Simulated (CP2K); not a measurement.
Consider hydroxypyrazine at its PBE geometry (Å).

```xyz
11

O    -2.3896   -0.1623    0.0014
C    -1.0349   -0.0464    0.0023
C    -0.4550    1.2376    0.0039
N     0.8695    1.3866    0.0009
C     1.6137    0.2629   -0.0031
C     1.0273   -1.0002   -0.0019
N    -0.3093   -1.1626    0.0010
H    -2.5725   -1.1243    0.0006
H    -1.0780    2.1340    0.0070
H     2.6976    0.3846   -0.0084
H     1.6313   -1.9099   -0.0037
```

Method: CP2K XAS_TDP, all-electron GAPW, PBEh(45%), aug-cc-pVDZ, TDA, GW2X-corrected core level, no relativity.

**Question.** Predict the bright core excitations at the C K edge.

Leading lines: C2 288.98 eV, C3 287.15 eV, C5 287.56 eV and C6 287.32 eV. The leading line of an atom is its first one with 35 % of the strongest within 2.5 eV of its lowest line over the strength cut. Core ionisation energies at this level: C3 293.01, C5 292.83, C2 294.74 and C6 293.24 eV.

The first six lines of each atom with a strength over 0.0015:

```csv
atom,energy (eV),states,"strength, one atom",above the computed threshold
"C2 (bonded to C, N and O)",288.98,1,0.0594,
,290.61,1,0.0056,
,292.86,1,0.0040,
,293.63,1,0.0048,
,294.35,1,0.0139,
,294.46,1,0.0021,
"C3 (bonded to C, N and H)",287.15,1,0.0451,
,289.45,1,0.0057,
,291.22,1,0.0099,
,291.85,1,0.0068,
,292.67,1,0.0030,
,292.71,1,0.0036,
"C5 (bonded to C, N and H)",287.56,1,0.0485,
,288.63,1,0.0044,
,290.83,1,0.0113,
,291.84,1,0.0029,
,292.38,1,0.0015,
,292.45,1,0.0032,
"C6 (bonded to C, N and H)",287.32,1,0.0526,
,289.62,1,0.0036,
,291.15,1,0.0128,
,292.13,1,0.0024,
,292.45,1,0.0018,
,292.79,1,0.0046,
```

Lines are vertical, at one geometry, with no vibrational structure. GW2X ionisation energies and lines can be off by 1 to 2 eV either way, and a good line position may hide errors that cancel. These values hold no scalar relativity, about 0.1 eV for C 1s. Rydberg lines, and the discretised continuum above threshold, depend on the basis and the box.

[Banner, clock and machine lines of the logs are left out without a mark of their own.]

[Logs are printed without paths, hosts, clocks, repeated set-up lines and the standing remarks that a program may print on its own settings, such as how far it seeks lower states.]

[Hosts, paths, dates, database ids (printed as entryN), source tags and the programs' standing remarks are cut or masked in the printed files.]
